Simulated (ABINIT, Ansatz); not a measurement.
Entries from a set of simulations; values are calculated unless marked as measured.

```
Quasiparticle gap of Na2LiIrF6 (Fm-3m) in ABINIT
1.0
     0.00000    4.00481    4.00481
     4.00481    0.00000    4.00481
     4.00481    4.00481    0.00000
Na Li Ir F
2 1 1 6
Direct
  0.75000 0.75000 0.75000
  0.25000 0.25000 0.25000
  0.50000 0.50000 0.50000
  0.00000 0.00000 0.00000
  0.74768 0.25232 0.25232
  0.25232 0.25232 0.74768
  0.25232 0.74768 0.74768
  0.25232 0.74768 0.25232
  0.74768 0.25232 0.74768
  0.74768 0.74768 0.25232
# method: RPA screening on LDA, plane waves, norm-conserving pseudopotentials (and 2 further levels or steps)
# program: ABINIT 10.8.3
# settings: cutoff 38 Ha, PseudoDojo scalar-relativistic 0.4.1 standard, norm-conserving, ngkpt (2, 2, 2), nband 248, ecuteps 6.5 Ha, inclvkb 2, shiftk (0, 0, 0), symchi 1, awtr 1, frequency ppm, 2×2×2 k-mesh
# cost: 4 runs, 13 min in all on 4 MPI ranks of Arm Neoverse N1, shared host
# notes: The program’s warnings: nproc spkpt=  >= nkpt= * nsppol=. The cell and positions are those that the Materials Project relaxed with its own functionals (PBE, PBE+U or r2SCAN), kept fixed. Limits: no spin polarisation; d states lean on the start; no spin-orbit coupling. The 2×2×2 mesh is coarse for this cell, which bears on the long-range parts of exchange and screening. The runs have no spin polarisation. For a closed low-spin shell that is the natural state; where a d or f shell is open it is a constraint, and the gap is then not the crystal’s own.
# LDA gap: 2.04 eV, direct
# G0W0 gap on the mesh: 5.01 eV
# GW settings: 2×2×2 mesh, 248 bands, screening to 176.9 eV, Godby-Needs plasmon pole
# known limits: short of the basis limit; no spin polarisation; d states lean on the start; no spin-orbit coupling; coarse k mesh
```

[Long decimals in the printed logs are rounded to 6 places.]

[Logs are printed without paths, hosts, clocks, repeated set-up lines and the standing remarks that a program may print on its own settings, such as how far it seeks lower states.]

[Paths, hosts, dates, memory and timing lines, banners, echoed tables and standing remarks are left out of the program output; an Ansatz launch command may be rebuilt from the run's recorded settings. Measured values are a selection of at most five: reports struck by readers or far from the other reports are left out. None is set beside runs whose start may be inverted or whose files or cutoffs have a known fault.]

[Runs of the session that timed out or met a known fault of the program may be left out.]

[Hosts, paths, dates, database ids (printed as entryN), source tags and the programs' standing remarks are cut or masked in the printed files.]

[G0W0 gaps are taken among the corrected bands and points alone; a level outside them can change the order at an edge.]

[Where Ansatz stands beside ABINIT at settings called matched, ABINIT's density can come from a denser mesh and the files from another edition; pairs whose starting gaps differed by over 0.03 eV were left out, so agreement reads better than it is.]
